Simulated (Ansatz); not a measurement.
# Si(111) with Cl: bands and core levels, part 2 of 2

What would XPS and angle-resolved spectra of Si(111) with Cl look like?

Ansatz 0.2.0; DFT, PBE, plane-wave PAW, default files, scalar-relativistic.

So far, gap on the k-mesh (eV): step 2 (relaxation) 1.02.

### Step 3. Bands by layer (continued)

Simulated valence spectra by photon energy, shown to 13 eV, since a deeper line would dwarf them at some energies; the 100 % can be that line's tail at the edge; this run's widths, added to any smearing of the DOS itself: Gaussian 0.45 eV, Lorentzian 0.1 eV. Intensity against binding energy, zero at the valence-band maximum; values in % of the maximum within 13 eV:

| binding energy (eV) | 21.2 eV | 40.8 eV | 1486.7 eV | 5950 eV |
| --- | --- | --- | --- | --- |
| -1.0 | 0.341 | 0.499 | 0.460 | 0.333 |
| -0.5 | 0.605 | 1.05 | 0.855 | 0.554 |
| 0.0 | 2.52 | 5.85 | 3.99 | 2.16 |
| 0.5 | 6.12 | 13.3 | 9.39 | 5.00 |
| 1.0 | 18.1 | 31.5 | 24.1 | 13.5 |
| 1.5 | 40.3 | 61.5 | 52.3 | 32.0 |
| 2.0 | 46.3 | 62.2 | 57.4 | 37.1 |
| 2.5 | 76.7 | 79.5 | 79.5 | 49.4 |
| 3.0 | 90.5 | 92.9 | 89.7 | 55.5 |
| 3.5 | 78.9 | 84.1 | 81.0 | 52.0 |
| 4.0 | 65.7 | 76.7 | 73.9 | 53.3 |
| 4.5 | 51.3 | 63.2 | 59.7 | 44.7 |
| 5.0 | 11.7 | 15.5 | 18.0 | 17.4 |
| 5.5 | 19.8 | 24.3 | 32.2 | 34.9 |
| 6.0 | 15.5 | 28.2 | 42.4 | 53.2 |
| 6.5 | 17.0 | 38.5 | 61.4 | 81.4 |
| 7.0 | 8.21 | 20.7 | 34.5 | 47.2 |
| 7.5 | 7.68 | 19.3 | 33.7 | 47.3 |
| 8.0 | 4.90 | 14.3 | 28.0 | 41.5 |
| 8.5 | 4.73 | 18.3 | 37.6 | 57.0 |
| 9.0 | 6.53 | 30.1 | 63.1 | 96.8 |
| 9.5 | 4.87 | 26.2 | 60.0 | 93.7 |
| 10.0 | 3.53 | 18.6 | 41.3 | 64.3 |
| 10.5 | 2.74 | 15.9 | 38.7 | 61.5 |
| 11.0 | 1.03 | 7.47 | 19.1 | 30.6 |
| 11.5 | - | 4.71 | 13.2 | 21.4 |
| 12.0 | - | 0.788 | 1.99 | 3.17 |
| 12.5 | - | 0.389 | 0.857 | 1.32 |

Maxima picked by a test of local sharpness, so broad peaks and shoulders can be missing; peaks within 0.45 eV of a curve's cut are left out. Valence peaks, by row, the first 40 of 42 rows:

| photon energy (eV) | binding energy (eV) | height (% of the maximum within 13 eV) | main shell | its share (%) |
| --- | --- | --- | --- | --- |
| 21.2 | 9.642 | 5.212 | Si 3s | 38 |
| 21.2 | 8.992 | 6.593 | Cl 3p | 39.62 |
| 21.2 | 8.242 | 6.216 | Cl 3p | 50.84 |
| 21.2 | 7.392 | 8.239 | Cl 3p | 69.21 |
| 21.2 | 6.592 | 18.07 | Cl 3p | 66.14 |
| 21.2 | 5.642 | 21.18 | Cl 3p | 85.13 |
| 21.2 | 2.742 | 100 | Cl 3p | 92.87 |
| 40.8 | 15.54 | 107.5 | Cl 3s | 89.76 |
| 40.8 | 10.54 | 16.15 | Si 3s | 70.03 |
| 40.8 | 9.642 | 28.12 | Si 3s | 66.77 |
| 40.8 | 8.992 | 30.39 | Si 3s | 62.76 |
| 40.8 | 8.292 | 20.6 | Si 3s | 56.64 |
| 40.8 | 7.392 | 20.73 | Si 3s | 45.84 |
| 40.8 | 6.642 | 42.59 | Si 3p | 37.91 |
| 40.8 | 5.892 | 28.88 | Cl 3p | 34.84 |
| 40.8 | 3.842 | 79.9 | Cl 3p | 55.91 |
| 40.8 | 2.742 | 100 | Cl 3p | 67.14 |
| 40.8 | 1.692 | 67.03 | Si 3p | 54.65 |
| 1487 | 15.54 | 268.1 | Cl 3s | 95.96 |
| 1487 | 11.24 | 18.2 | Si 3s | 91.83 |
| 1487 | 10.54 | 39.36 | Si 3s | 88.22 |
| 1487 | 9.642 | 64.08 | Si 3s | 86.21 |
| 1487 | 9.042 | 63.7 | Si 3s | 83.44 |
| 1487 | 8.292 | 41.8 | Si 3s | 78.93 |
| 1487 | 7.392 | 36.62 | Si 3s | 68.91 |
| 1487 | 6.642 | 68.38 | Si 3s | 65.4 |
| 1487 | 5.942 | 42.74 | Si 3s | 56.97 |
| 1487 | 3.842 | 77.81 | Cl 3p | 60.14 |
| 1487 | 2.742 | 100 | Cl 3p | 70.33 |
| 1487 | 1.742 | 59.04 | Cl 3p | 49.13 |
| 5950 | 15.54 | 443 | Cl 3s | 97.05 |
| 5950 | 11.24 | 29.48 | Si 3s | 94.98 |
| 5950 | 10.54 | 62.49 | Si 3s | 92.72 |
| 5950 | 9.642 | 100 | Si 3s | 91.51 |
| 5950 | 9.042 | 97.78 | Si 3s | 89.61 |
| 5950 | 8.292 | 62.81 | Si 3s | 86.75 |
| 5950 | 7.392 | 51.52 | Si 3s | 80.21 |
| 5950 | 6.642 | 91.55 | Si 3s | 80.98 |
| 5950 | 5.992 | 53.47 | Si 3s | 77.35 |
| 5950 | 3.892 | 55.35 | Cl 3p | 44.03 |

The planar mean, electrostatic potential oscillates, so the rows of the table below give means over windows of 1 Å about each position, cut where the curve ends. Its maxima inside the range that stand out by 2 % of the span (Å: eV): 10.4: 2.02, 13.5: 2.00, 16.7: 2.29, 23.2: 5.75. Its minima: 8.9: -11.4, 12.0: -11.4, 15.2: -11.5, 17.6: -3.29.

From the valence-band maximum. The planar mean, electrostatic potential by z; means over each step:

| z (Å) | planar mean, electrostatic potential (eV) |
| --- | --- |
| 0 | 5.05 |
| 1 | 4.71 |
| 2 | 4.58 |
| 3 | 4.58 |
| 4 | 4.58 |
| 5 | 4.57 |
| 6 | 4.38 |
| 7 | 2.53 |
| 8 | -4.04 |
| 9 | -10.1 |
| 10 | -1.05 |
| 11 | -2.51 |
| 12 | -10.3 |
| 13 | -2.60 |
| 14 | -0.925 |
| 15 | -10.1 |
| 16 | -4.29 |
| 17 | 0.185 |
| 18 | -0.493 |
| 19 | 5.30 |
| 20 | 5.73 |
| 21 | 5.75 |
| 22 | 5.75 |
| 23 | 5.74 |
| 24 | 5.46 |

The intensity has structure finer than the step of the table below, so its rows give means over 1 eV, whole bins alone (the curve runs from -17.5 to 1.38 eV). Peaks (eV: height): Cl K-beta -2.8: 100.0; Cl K-beta, E along x -2.8: 139; Cl K-beta, E along y -2.8: 139; Cl K-beta, E along z -4.4: 93.6; Cl L2,3 -15.5: 99.6.

Shapes are the site's partial DOS without matrix elements, which overweights lines from ligand s bands. The intensity by emission energy less the core level's binding energy, zero at the valence-band maximum; means over each step; 7 of 10 lines; values in % of the unpolarised maximum:

| emission energy less the core level's binding energy (eV) | Cl K-beta | Cl K-beta, E along x | Cl K-beta, E along y | Cl K-beta, E along z | Cl L2,3 | Si K-beta | Si K-beta, E along x |
| --- | --- | --- | --- | --- | --- | --- | --- |
| -17 | 0.277 | 0.197 | 0.197 | 0.435 | 0.345 | 0.461 | 0.290 |
| -16 | 0.823 | 0.257 | 0.257 | 1.96 | 24.6 | 2.69 | 0.691 |
| -15 | 0.808 | 0.289 | 0.289 | 1.85 | 19.5 | 2.42 | 0.735 |
| -14 | 0.422 | 0.318 | 0.318 | 0.632 | 0.315 | 0.696 | 0.553 |
| -13 | 0.478 | 0.383 | 0.383 | 0.669 | 0.107 | 0.808 | 0.774 |
| -12 | 0.649 | 0.474 | 0.474 | 0.998 | 0.0710 | 1.67 | 1.64 |
| -11 | 1.15 | 0.607 | 0.607 | 2.24 | 0.290 | 6.36 | 6.48 |
| -10 | 2.30 | 0.821 | 0.821 | 5.24 | 0.721 | 13.7 | 14.4 |
| -9 | 3.84 | 1.17 | 1.17 | 9.16 | 0.806 | 17.4 | 19.2 |
| -8 | 6.06 | 1.72 | 1.72 | 14.8 | 0.775 | 13.9 | 15.8 |
| -7 | 11.4 | 3.35 | 3.35 | 27.5 | 0.963 | 26.6 | 26.3 |
| -6 | 19.2 | 6.22 | 6.22 | 45.3 | 0.805 | 28.3 | 26.9 |
| -5 | 31.8 | 17.5 | 17.5 | 60.3 | 0.503 | 29.6 | 28.0 |
| -4 | 71.1 | 71.4 | 71.4 | 70.4 | 0.489 | 73.2 | 68.3 |
| -3 | 95.1 | 129 | 129 | 26.4 | 0.0737 | 87.2 | 90.7 |
| -2 | 58.8 | 81.9 | 81.9 | 12.5 | 0.0235 | 93.3 | 95.1 |
| -1 | 25.1 | 34.7 | 34.7 | 6.08 | 0.0209 | 57.4 | 64.7 |
| 0 | 6.95 | 9.49 | 9.49 | 1.87 | 0.00465 | 16.7 | 22.0 |

Sums over each group's atoms; left-over states aren't shared out by site. Site centres, by row:

| group | element | shell | occupied states | centre of occupied part (eV) | centre up to the window's top (eV) |
| --- | --- | --- | --- | --- | --- |
| adsorbate | Cl | 3s | 7.464 | -14.66 | -14.08 |
| adsorbate | Cl | 3p | 21.32 | -3.514 | -3.109 |
| layer 1 | Si | 3s | 4.632 | -8.465 | -5.136 |
| layer 1 | Si | 3p | 9.807 | -4.854 | -1.744 |
| layer 2 | Si | 3s | 4.794 | -7.787 | -5.137 |
| layer 2 | Si | 3p | 11.33 | -3.635 | -1.468 |
| layer 3 | Si | 3s | 4.744 | -7.948 | -5.009 |
| layer 3 | Si | 3p | 11.13 | -3.774 | -1.387 |
| middle | Si | 3s | 4.733 | -7.959 | -4.93 |
| middle | Si | 3p | 11.12 | -3.774 | -1.353 |
| other layers | Si | 3s | 9.302 | -8.097 | -5.122 |
| other layers | Si | 3p | 22.05 | -3.736 | -1.354 |
| other layers | H | 1s | 4.165 | -5.186 | -3.11 |

Shapes are the site's partial DOS without matrix elements, which overweights lines from ligand s bands. Emission peaks, by row, the first 40 of 49 rows:

| line | energy (eV) | height (%) |
| --- | --- | --- |
| Cl K-beta | -5.542 | 23.98 |
| Cl K-beta | -2.842 | 100 |
| Cl K-beta, E along x | -2.792 | 139.7 |
| Cl K-beta, E along y | -2.792 | 139.7 |
| Cl K-beta, E along z | -6.492 | 37.77 |
| Cl K-beta, E along z | -5.592 | 56.1 |
| Cl K-beta, E along z | -4.442 | 94.05 |
| Cl K-beta, E along z | -1.792 | 12.69 |
| Cl L2,3 | -15.54 | 100 |
| Si K-beta | -9.592 | 18.3 |
| Si K-beta | -8.992 | 19.47 |
| Si K-beta | -8.292 | 15.61 |
| Si K-beta | -6.592 | 40.61 |
| Si K-beta | -3.892 | 80.71 |
| Si K-beta | -3.292 | 83.1 |
| Si K-beta | -2.692 | 96.15 |
| Si K-beta | -1.642 | 100 |
| Si K-beta, E along x | -9.542 | 20.07 |
| Si K-beta, E along x | -8.992 | 21.35 |
| Si K-beta, E along x | -6.642 | 37.48 |
| Si K-beta, E along x | -6.042 | 30.73 |
| Si K-beta, E along x | -3.292 | 90.29 |
| Si K-beta, E along x | -2.642 | 96.57 |
| Si K-beta, E along x | -2.192 | 97.1 |
| Si K-beta, E along x | -1.642 | 95.94 |
| Si K-beta, E along y | -9.542 | 20.07 |
| Si K-beta, E along y | -8.992 | 21.35 |
| Si K-beta, E along y | -6.642 | 37.48 |
| Si K-beta, E along y | -6.042 | 30.73 |
| Si K-beta, E along y | -3.292 | 90.29 |
| Si K-beta, E along y | -2.642 | 96.57 |
| Si K-beta, E along y | -2.192 | 97.1 |
| Si K-beta, E along y | -1.642 | 95.94 |
| Si K-beta, E along z | -15.54 | 15.12 |
| Si K-beta, E along z | -9.692 | 15.52 |
| Si K-beta, E along z | -9.042 | 15.75 |
| Si K-beta, E along z | -6.592 | 47.87 |
| Si K-beta, E along z | -5.592 | 28.83 |
| Si K-beta, E along z | -3.942 | 96.54 |
| Si K-beta, E along z | -2.692 | 95.49 |

The spectra weight each projected shell by its atomic cross section (Dirac–Hartree–Slater) and angular factor, for unpolarised light with the analyser at 45° from the beam. Broadening, on top of any smearing of the DOS itself: a Gaussian of 0.45 eV and a Lorentzian of 0.1 eV plus 0 times the binding energy (full widths), Fermi edge at 300 K. Each atom is damped by exp[−depth/(λ cos θ)], θ = 30° from the normal, λ from the universal curve. Curves are cut 10 eV under the photon energy, above any shell that the free atom's threshold puts out of reach, or at the lower edge of the window: 11.2 eV at 21.2 eV, 17.5 eV at 40.8 eV, 17.5 eV at 1486.7 eV and 17.5 eV at 5950 eV. Dipole terms alone, which is rough above 3 keV; no background, satellites or final-state effects.

How the area divides among the shells (%):

| shell | 21.2 eV | 40.8 eV | 1486.7 eV | 5950 eV |
| --- | --- | --- | --- | --- |
| Cl 3s | 0.0 | 14.3 | 27.0 | 37.8 |
| Cl 3p | 84.8 | 36.2 | 26.8 | 11.9 |
| Si 3s | 2.6 | 16.1 | 32.0 | 44.3 |
| Si 3p | 8.8 | 32.3 | 14.2 | 5.9 |
| H 1s | 3.8 | 1.1 | 0.0 | 0.0 |

Regions along c: top from 15.2 to 21.6 Å, middle from 9.8 to 14.8 Å, bottom from 3.0 to 9.5 Å.

States with weight above 0.08 nearest the zero at K of the zone, within the window kept, -7.5 to 4.8 eV (levels that the program groups as degenerate share a row):

| E (eV) | weight, total | weight, top | weight, middle | weight, bottom |
| --- | --- | --- | --- | --- |
| -4.07 | 1.00 | 0.10 | 0.17 | 0.64 |
| -3.45 | 1.00 | 0.68 | 0.17 | 0.13 |
| -3.30 | 1.00 | 0.07 | 0.42 | 0.45 |
| -2.90 | 1.00 | 0.52 | 0.33 | 0.10 |
| -2.21 | 1.00 | 0.27 | 0.46 | 0.19 |
| -1.93 | 1.00 | 0.41 | 0.50 | 0.05 |
| 2.01 | 1.00 | 0.22 | 0.66 | 0.10 |
| 2.59 | 1.00 | 0.11 | 0.52 | 0.31 |
| 2.68 | 1.00 | 0.18 | 0.53 | 0.23 |
| 4.00 | 1.00 | 0.27 | 0.41 | 0.25 |

States with weight above 0.08 nearest the zero at Γ of the zone, within the window kept, -7.5 to 4.8 eV (levels that the program groups as degenerate share a row):

| E (eV) | weight, total | weight, top | weight, middle | weight, bottom |
| --- | --- | --- | --- | --- |
| -2.54 | 2.00 | 1.93 | 0.03 | 0.00 |
| -1.58 | 1.00 | 0.17 | 0.55 | 0.24 |
| -0.91 | 2.00 | 0.09 | 1.39 | 0.40 |
| -0.43 | 2.00 | 0.35 | 0.46 | 0.92 |
| 0.00 | 2.00 | 0.55 | 0.86 | 0.33 |
| 1.70 | 1.00 | 0.21 | 0.56 | 0.13 |
| 2.01 | 1.00 | 0.21 | 0.37 | 0.30 |
| 2.35 | 1.00 | 0.06 | 0.55 | 0.34 |
| 3.04 | 2.00 | 0.25 | 1.14 | 0.48 |
| 3.43 | 1.00 | 0.23 | 0.35 | 0.33 |

States with weight above 0.08 nearest the zero at M of the zone, within the window kept, -7.5 to 4.8 eV (levels that the program groups as degenerate share a row):

| E (eV) | weight, total | weight, top | weight, middle | weight, bottom |
| --- | --- | --- | --- | --- |
| -2.79 | 1.00 | 0.28 | 0.49 | 0.19 |
| -2.44 | 1.00 | 0.08 | 0.61 | 0.26 |
| -1.94 | 1.00 | 0.24 | 0.57 | 0.15 |
| -1.76 | 1.00 | 0.17 | 0.27 | 0.47 |
| -1.16 | 1.00 | 0.39 | 0.38 | 0.10 |
| 1.02 | 1.00 | 0.11 | 0.66 | 0.16 |
| 1.57 | 1.00 | 0.20 | 0.56 | 0.18 |
| 1.68 | 1.00 | 0.23 | 0.19 | 0.44 |
| 2.05 | 1.00 | 0.17 | 0.53 | 0.21 |
| 3.04 | 1.00 | 0.24 | 0.51 | 0.20 |

The largest force component on a free atom is 0.011 eV/Å, so the atoms are at rest for these settings too.

### Step 4. Core levels by total-energy differences

XPS shifts tell sites apart. Each chosen atom gets a core hole in a self-consistent pass of its own.

input.yaml reads:

```yaml
crystal:
  lattice:
    - [7.6791796437, 0.0, 0.0]
    - [3.8395898218, 6.6503646517, 0.0]
    - [0.0, 0.0, 24.5937769138]
  atoms:
    - { symbol: Cl, position: [0.0, 0.0, 0.7166974054] }
    - { symbol: Cl, position: [0.5, 0.0, 0.7166974054] }
    - { symbol: Cl, position: [0.0, 0.5, 0.7166974054] }
    - { symbol: Cl_h, position: [0.5, 0.5, 0.7166974054] }
    - { symbol: Si_h, position: [0.0, 0.0, 0.6323314775] }
    - { symbol: Si, position: [0.5, 0.0, 0.6323314775] }
    - { symbol: Si, position: [0.0, 0.5, 0.6323314775] }
    - { symbol: Si_h, position: [0.5, 0.5, 0.6323314775] }
    - { symbol: Si_h, position: [0.8333333333, 0.3333333333, 0.6005676334] }
    - { symbol: Si, position: [0.3333333333, 0.3333333333, 0.6005676334] }
    - { symbol: Si, position: [0.8333333333, 0.8333333333, 0.6005676334] }
    - { symbol: Si, position: [0.3333333333, 0.8333333333, 0.6005676334] }
    - { symbol: Si, position: [0.8333333333, 0.3333333333, 0.5043453093] }
    - { symbol: Si, position: [0.3333333333, 0.3333333333, 0.5043453093] }
    - { symbol: Si, position: [0.8333333333, 0.8333333333, 0.5043453093] }
    - { symbol: Si, position: [0.3333333333, 0.8333333333, 0.5043453093] }
    - { symbol: Si_h, position: [0.1666666667, 0.1666666667, 0.4718162087] }
    - { symbol: Si, position: [0.6666666667, 0.1666666667, 0.4718162087] }
    - { symbol: Si, position: [0.1666666667, 0.6666666667, 0.4718162087] }
    - { symbol: Si, position: [0.6666666667, 0.6666666667, 0.4718162087] }
    - { symbol: Si, position: [0.1666666667, 0.1666666667, 0.375857398] }
    - { symbol: Si, position: [0.6666666667, 0.1666666667, 0.375857398] }
    - { symbol: Si, position: [0.1666666667, 0.6666666667, 0.375857398] }
    - { symbol: Si, position: [0.6666666667, 0.6666666667, 0.375857398] }
    - { symbol: Si, position: [0.0, 0.0, 0.343989458] }
    - { symbol: Si, position: [0.5, 0.0, 0.343989458] }
    - { symbol: Si, position: [0.0, 0.5, 0.343989458] }
    - { symbol: Si, position: [0.5, 0.5, 0.343989458] }
    - { symbol: H, position: [0.0, 0.0, 0.284624847] }
    - { symbol: H, position: [0.5, 0.0, 0.284624847] }
    - { symbol: H, position: [0.0, 0.5, 0.284624847] }
    - { symbol: H, position: [0.5, 0.5, 0.284624847] }
kpoints:
  mp_grid: { grid: [3, 3, 1] }
scf:
  occupations: { method: fermi_dirac, width: 0.02 }
  n_extra_bands: 23
hamiltonian:
  xc: pbe
  pseudopotentials: { kind: paw }
output:
  forces: true
  write_potential: true
  volumetric_format: []
  core_levels:
    shells: { Cl_h: "2p", Si_h: "2p" }
    counted_from: conduction_bottom
    add_spin: false
efield:
  axis: 3
  dipole_correction: true
```

Run with:

```bash
> ansatz run input.yaml --threads 4 --pin off --max-ram 8192MiB --backend cpu --events-out ev --progress --plain --runs-dir out
```

Run time: 2 min. Hardware: 4 threads of Intel Xeon at 2.80GHz (Skylake/Cascade Lake), shared host; peak memory 2.6 GiB; 7.4 min of CPU time.

Numbers from this step:

```yaml
symmetry_operations: 1
```

Each level is the free energy with the hole less that without it. The electron stays in the lowest empty state, so these are excitation energies, not binding energies. The hole's nearest image is 7.7 Å away, and the holes carry no spin, so absolute levels are rough.

| atom | region | shell | level (eV) | shift (eV) | potential at nucleus, shift (V) | j lines (eV) | doubts |
| --- | --- | --- | --- | --- | --- | --- | --- |
| Cl4 | adsorbate | 2p | 199.54 | - | +0.00 | 200.62 / 198.99 | - |
| Si5 | layer 1 | 2p | 100.62 | +0.71 | +0.64 | 101.03 / 100.42 | - |
| Si8 | layer 1 | 2p | 100.62 | +0.71 | +0.64 | 101.03 / 100.42 | - |
| Si9 | layer 2 | 2p | 99.85 | -0.06 | -0.29 | 100.26 / 99.65 | - |
| Si17 | middle | 2p | 99.91 | +0.00 | +0.00 | 100.32 / 99.71 | - |

Levels of p, d and f shells are means over their two j lines, weighted by degeneracy; the splitting comes from the atom's own solve. Shifts count from the last listed atom of each element. With the electron kept in the cell, its attraction to the hole differs by site and enters these shifts. A higher potential at the nucleus binds core electrons more tightly, so that column is a rough initial-state shift.

The Si 2p lines of the listed atoms alone (other atoms of the cell aren't counted), as Gaussians 0.3 eV wide, no depth weighting. The intensity by Si 2p level; read off at these points:

Si 2p level (eV), intensity (%) and a bar:
```
    99.10          0 
    99.20          0 
    99.30          1 
    99.40          8 ##
    99.50         29 #########
    99.60         61 ##################
    99.67         72 ######################
    99.70         71 #####################
    99.80         47 ##############
    99.90         17 #####
   100.00          7 ##
   100.10         17 #####
   100.20         46 ##############
   100.30         85 ##########################
   100.38        100 ##############################
   100.40         99 ##############################
   100.50         70 #####################
   100.60         29 #########
   100.70          8 ##
   100.80          8 ##
   100.90         22 #######
   101.00         36 ###########
   101.03         37 ###########
   101.10         32 ##########
   101.20         15 #####
   101.30          4 #
   101.40          1 
   101.50          0 
   101.60          0
```

### Step 5. Outcome

```
ionisation potential                                            : 5.75 eV (upper face; lower face 4.58 eV)
electron affinity (Kohn–Sham)                                   : 4.72 eV (slab's lowest empty level against the upper vacuum)
states held at the top                                          : -2.54 eV at Γ (97 % in the top region)
Si core shifts among the listed atoms, from the last listed one : -0.06 to +0.71 eV
```

In words: The valence top of Si(111) with Cl lies 5.75 eV (upper face; lower face 4.58 eV) below the vacuum and the lowest empty level 4.72 eV below the vacuum of the upper face. 1 level of weight over 0.3 between −3.0 and 3.0 eV at the labelled points keeps to the outer layers (over 60 % in the top region, under 6 % in the middle), as surface states do (in so thin a slab a quantum-well level with a node in the middle can look the same); it lies at -2.54 eV (Γ). The upper face's value lies 1.17 eV above that of the hydrogen-covered lower face; the difference is the dipole step of the groups. Core shifts: Si -0.06 to +0.71 eV. Among the sites run, the most bound Si 2p level is that of Si5 (layer 1), tied with Si8, bonded to 3 Si and 1 Cl; the least bound, 0.77 eV shallower, that of Si9 (layer 2), bonded to 4 Si. That is the order that electronegative neighbours give as a rule, though screening of the hole enters too. These are excitation energies with the electron kept in the cell, so its attraction to the hole, which differs by site, enters the order. At 21.2 eV the valence spectrum has its highest listed peak within 10.8 eV at 2.7 eV (Cl 3p). At 1486.7 eV the valence spectrum has its highest listed peaks within 13 eV at 2.7 eV (Cl 3p), 3.8 eV (Cl 3p), 6.6 eV (Si 3s), 9.0 eV (Si 3s) and 9.6 eV (Si 3s), and the deeper Cl 3s line at 15.5 eV is higher still. The shell named is the one with most of the intensity, cross sections included, not always the one with most states there. In the main run, from 1486.7 eV towards hard X-rays the Si 3s share grows by 12 points, as its cross section falls more slowly with photon energy than those of the shells it gains on. The spectra rest on a 3×3×1 mesh, so closely spaced maxima can be ripples of the mesh. The slab's own atoms span 7.1 Å, so bulk bands appear as a few quantum-well levels, and states of the two faces can mix. The affinity uses the Kohn–Sham gap, which is too small, so the true affinity is lower and the true ionisation potential usually higher.

[Logs are printed without paths, hosts, clocks, repeated set-up lines and the standing remarks that a program may print on its own settings, such as how far it seeks lower states.]

[Hosts, paths, dates, database ids (printed as entryN), source tags and the programs' standing remarks are cut or masked in the printed files.]

[Maps of the electrostatic potential energy from Ansatz leave out the sawtooth potential of an applied field or a dipole correction, so their vacuum need not be flat; work functions include it.]
